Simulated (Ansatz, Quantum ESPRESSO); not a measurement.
# Complex bands of SiC, zinc blende type, lattice constant set to 4.142 Å, part 3 of 4

How good a tunnel barrier is SiC, zinc blende type, lattice constant set to 4.142 Å?

Quantum ESPRESSO 7.5; plane-wave DFT, LDA, GBRV ultrasoft pseudopotentials; cross-check by Ansatz 0.2.0 with PAW datasets.

So far. Step 2 (Ground state): The run needed 10 iterations to bring the estimated error under 1e-09 Ry.

## 3. Complex band structure (continued)

Level of this step: complex band structure by pwcond; plane-wave DFT, LDA, GBRV ultrasoft pseudopotentials (Quantum ESPRESSO).

K across = (1/4, 0) in the cell's reciprocal vectors; values within 0.0025 1/Å of each other count once, columns are sorted by size at each energy, a dash where no further value was kept. Table of Im kz of the slowest decaying states by energy, zero at the highest filled level of the SCF mesh:

| energy (eV) | decay 1 (Å⁻¹) | decay 2 (Å⁻¹) | decay 3 (Å⁻¹) |
| --- | --- | --- | --- |
| -2.04 | 0.095 | 1.15 | 1.66 |
| -1.70 | 0.048 | 1.10 | 1.63 |
| -1.36 | 1.06 | 1.60 | 1.79 |
| -1.02 | 1.01 | 1.56 | 1.76 |
| -0.68 | 0.964 | 1.53 | 1.74 |
| -0.34 | 0.162 | 0.915 | 1.49 |
| 0.00 | 0.18 | 0.238 | 0.864 |
| 0.34 | 0.29 | 0.335 | 0.811 |
| 0.68 | 0.33 | 0.429 | 0.756 |
| 1.02 | 0.362 | 0.498 | 0.697 |
| 1.36 | 0.387 | 0.554 | 0.636 |
| 1.53 | 0.398 | 0.578 | 0.603 |
| 1.87 | 0.417 | 0.534 | 0.623 |
| 2.21 | 0.431 | 0.456 | 0.663 |
| 2.55 | 0.365 | 0.442 | 0.702 |
| 2.89 | 0.246 | 0.449 | 0.743 |
| 3.23 | 0.453 | 0.799 | 0.982 |
| 3.57 | 0.454 | 0.875 | 1.33 |
| 3.91 | 0.452 | 0.857 | 1.29 |
| 4.25 | 0.447 | 0.838 | 1.25 |
| 4.59 | 0.439 | 0.816 | 1.20 |
| 4.93 | 0.427 | 0.792 | 1.16 |

The program's own clock; routines nest. Time by routine:

| routine | wall time (s) | calls |
| --- | --- | --- |
| PWCOND | 38.94 | 1 |
| scatter_forw | 24.66 | 168 |
| compbs | 13.54 | 168 |
| compbs_2 | 12.75 | 168 |
| init | 0.47 | 1 |
| local | 0.24 | 4 |
| poten | 0.14 | 1 |

## 4. Complex band structure

Contents of cbs.w.in:

```
&inputcond
  outdir = './out'
  prefixl = 'scf'
  band_file = 'cbs.w'
  ikind = 0
  ewind = 1.0
  epsproj = 1e-05
  nz1 = 7
  energy0 = 4.93
  denergy = -0.17
/
4
  0.00000000 0.00000000 1.00000000
  0.50000000 0.00000000 1.00000000
  0.50000000 0.50000000 1.00000000
  0.25000000 0.00000000 1.00000000
42
```

Run with:

```console
> OMP_NUM_THREADS=1 mpirun -n 2 pwcond.x -in cbs.w.in > cbs.w.out
```

What it wrote:

```text
[banner, memory and clock lines left out]
Program PWCOND v.7.5 starts
[citation notice left out]

[...]
./out/scf.save/

     IMPORTANT: XC functional enforced from input :
     Exchange-correlation= PZ
                           (   1   1   0   0   0   0   0)
     Any further DFT definition will be discarded
     Please, verify this is what you really want

     Reading collected, re-writing distributed wavefunctions

===== INPUT FILE containing the left lead =====

     GEOMETRY:

     lattice parameter (alat)  =       5.5347  a.u.
     the volume                =     239.7711 (a.u.)^3
     the cross section         =      30.6329 (a.u.)^2
     l of the unit cell        =       1.4142 (alat)
     number of atoms/cell      =            4
     number of atomic types    =            2

     crystal axes: (cart. coord. in units of alat)
               a(1) = (  1.0000  0.0000  0.0000 )
               a(2) = (  0.0000  1.0000  0.0000 )
               a(3) = (  0.0000  0.0000  1.4142 )

   Cartesian axes

     site n.     atom                  positions (alat units)
          1        Si     tau(  1)=(  0.0000  0.0000  1.4142  )
          2        C      tau(  2)=(  0.5000  0.0000  0.3536  )
          3        Si     tau(  3)=(  0.5000  0.5000  0.7071  )
          4        C      tau(  4)=(  0.0000  0.5000  1.0607  )

     nr1s                      =           24
     nr2s                      =           24
     nr3s                      =           32
     nr1sx                     =           24
     nr2sx                     =           24
     nr3sx                     =           32
     nr1                       =           25
     nr2                       =           25
     nr3                       =           36
     nr1x                      =           25
     nr2x                      =           25
     nr3x                      =           36

 _______________________________
  Radii of nonlocal spheres:

     type       ibeta     ang. mom.          radius (alat units)
       Si         1         0                    0.3114
       Si         2         0                    0.3114
       Si         3         1                    0.3114
       Si         4         1                    0.3114
       Si         5         2                    0.3114
       Si         6         2                    0.3114
       C          1         0                    0.2380
       C          2         0                    0.2380
       C          3         1                    0.2380
       C          4         1                    0.2380
----- General information -----

----- Complex band structure calculation -----

     nrx                       =           24
     nry                       =           24
     nz1                       =            7

     energy0               =         4.9E+00
     denergy               =        -1.7E-01
     nenergy               =         42
     ecut2d                =         4.0E+01
     ewind                 =         1.0E+00
     epsproj               =         1.0E-05

     number of k_|| points=    4
                       cryst. coord.
        k(    1) = (   0.0000000   0.0000000), wk =   0.2500000
        k(    2) = (   0.5000000   0.0000000), wk =   0.2500000
        k(    3) = (   0.5000000   0.5000000), wk =   0.2500000
        k(    4) = (   0.2500000   0.0000000), wk =   0.2500000
----- Information about left lead -----

     nocros                   =           18
     noins                    =           34
     norb                     =           70
     norbf                    =           70
     nrz                      =           32

      iorb      type   ibeta   ang. mom.   m       position (alat)
        1        1       1        0        1   taunew(   1)=(  0.0000  0.0000  0.0000)
        2        1       2        0        1   taunew(   2)=(  0.0000  0.0000  0.0000)
[...]
70        1       6        2        5   taunew(  70)=(  0.0000  0.0000  1.4142)
    k slab    z(k)  z(k+1)     crossing(iorb=1,norb)
    1   0.0000 0.0442 0.0442   1111111111111111110000000000000000000000000000000000000000000000000000
    2   0.0442 0.0884 0.0442   1111111111111111110000000000000000000000000000000000000000000000000000
[...]
32   1.3700 1.4142 0.0442   0000000000000000000000000000000000000000000000000000111111111111111111
 ngper, shell number =           97          16
 ngper, n2d =           97          69
---  E-Ef =    4.9300000  k =    0.0000000   0.0000000
---  ie =          1  ik =          1
 Nchannels of the left tip =            2
 Right moving states:
   k1(2pi/a)   k2(2pi/a)   E-Ef (eV)
   0.1410598   0.0000000   4.9300000
  -0.4597658  -0.0000000   4.9300000
 Left moving states:
   k1(2pi/a)   k2(2pi/a)   E-Ef (eV)
  -0.1410607   0.0000000   4.9300000
   0.4597685  -0.0000000   4.9300000

---  E-Ef =    4.7600000  k =    0.0000000   0.0000000
---  ie =          2  ik =          1
 Nchannels of the left tip =            1
 Right moving states:
   k1(2pi/a)   k2(2pi/a)   E-Ef (eV)
  -0.4744332  -0.0000000   4.7600000
 Left moving states:
   k1(2pi/a)   k2(2pi/a)   E-Ef (eV)
   0.4744360   0.0000000   4.7600000
[... further energies and points left out ...]
---  E-Ef =   -1.8700000  k =    0.2500000   0.0000000
---  ie =         41  ik =          4
 Nchannels of the left tip =           17
 Right moving states:
   k1(2pi/a)   k2(2pi/a)   E-Ef (eV)
  -0.0028638   0.0000000  -1.8700000
   0.0205595  -0.0000000  -1.8700000
   0.0275140  -0.0000000  -1.8700000
   0.0299989  -0.0000000  -1.8700000
   0.0324979   0.0000000  -1.8700000
   0.0328879  -0.0000000  -1.8700000
   0.0331698  -0.0000000  -1.8700000
   0.0332152  -0.0000000  -1.8700000
   0.0332219   0.0000000  -1.8700000
   0.0332374   0.0000000  -1.8700000
   0.0332400  -0.0000000  -1.8700000
   0.0332416  -0.0000000  -1.8700000
  -0.0478827   0.0000000  -1.8700000
  -0.0673947   0.0000000  -1.8700000
  -0.2245617  -0.0000000  -1.8700000
   0.4439830   0.0000000  -1.8700000
   0.4709561  -0.0000000  -1.8700000
 Left moving states:
   k1(2pi/a)   k2(2pi/a)   E-Ef (eV)
   0.0028644   0.0000000  -1.8700000
  -0.0205596   0.0000000  -1.8700000
  -0.0275138  -0.0000000  -1.8700000
  -0.0299989   0.0000000  -1.8700000
  -0.0324979  -0.0000000  -1.8700000
  -0.0328879  -0.0000000  -1.8700000
  -0.0331698  -0.0000000  -1.8700000
  -0.0332152  -0.0000000  -1.8700000
  -0.0332219  -0.0000000  -1.8700000
  -0.0332374  -0.0000000  -1.8700000
  -0.0332400   0.0000000  -1.8700000
  -0.0332416  -0.0000000  -1.8700000
   0.0478857   0.0000000  -1.8700000
   0.0673953   0.0000000  -1.8700000
   0.2245681  -0.0000000  -1.8700000
  -0.4439878   0.0000000  -1.8700000
  -0.4709562  -0.0000000  -1.8700000

---  E-Ef =   -2.0400000  k =    0.2500000   0.0000000
---  ie =         42  ik =          4
 Nchannels of the left tip =           17
 Right moving states:
   k1(2pi/a)   k2(2pi/a)   E-Ef (eV)
   0.0110155   0.0000000  -2.0400000
  -0.0126351  -0.0000000  -2.0400000
   0.0180345  -0.0000000  -2.0400000
   0.0205426  -0.0000000  -2.0400000
   0.0230647  -0.0000000  -2.0400000
   0.0234583   0.0000000  -2.0400000
   0.0237428   0.0000000  -2.0400000
   0.0237887   0.0000000  -2.0400000
   0.0237955   0.0000000  -2.0400000
   0.0238111   0.0000000  -2.0400000
   0.0238137  -0.0000000  -2.0400000
   0.0238153  -0.0000000  -2.0400000
  -0.0581315   0.0000000  -2.0400000
  -0.0778547   0.0000000  -2.0400000
  -0.2372921  -0.0000000  -2.0400000
   0.3988474   0.0000000  -2.0400000
   0.4529649  -0.0000000  -2.0400000
 Left moving states:
   k1(2pi/a)   k2(2pi/a)   E-Ef (eV)
  -0.0110155   0.0000000  -2.0400000
   0.0126358   0.0000000  -2.0400000
  -0.0180344  -0.0000000  -2.0400000
  -0.0205426   0.0000000  -2.0400000
  -0.0230647  -0.0000000  -2.0400000
  -0.0234583  -0.0000000  -2.0400000
  -0.0237428  -0.0000000  -2.0400000
  -0.0237887   0.0000000  -2.0400000
  -0.0237955   0.0000000  -2.0400000
  -0.0238111   0.0000000  -2.0400000
  -0.0238137   0.0000000  -2.0400000
  -0.0238153   0.0000000  -2.0400000
   0.0581350   0.0000000  -2.0400000
   0.0778545   0.0000000  -2.0400000
   0.2372993  -0.0000000  -2.0400000
  -0.3988528   0.0000000  -2.0400000
  -0.4529649  -0.0000000  -2.0400000

[...]
```

Run time: 32 s. Hardware: 2 MPI ranks of AMD EPYC 7R13 (Zen 3), shared host; peak memory 0.13 GiB; 64 s of CPU time.

The run finished, but its numbers are not taken as the system's. The fault: channel counts that the second code doesn't bear out, a failure of the reduced basis or of the integration along z.

[end of part 3 of 4]

[Logs are printed without paths, hosts, clocks, repeated set-up lines and the standing remarks that a program may print on its own settings, such as how far it seeks lower states.]

[Hosts, paths, dates, database ids (printed as entryN), source tags and the programs' standing remarks are cut or masked in the printed files.]

[Maps of the electrostatic potential energy from Ansatz leave out the sawtooth potential of an applied field or a dipole correction, so their vacuum need not be flat; planar profiles and work functions include it.]
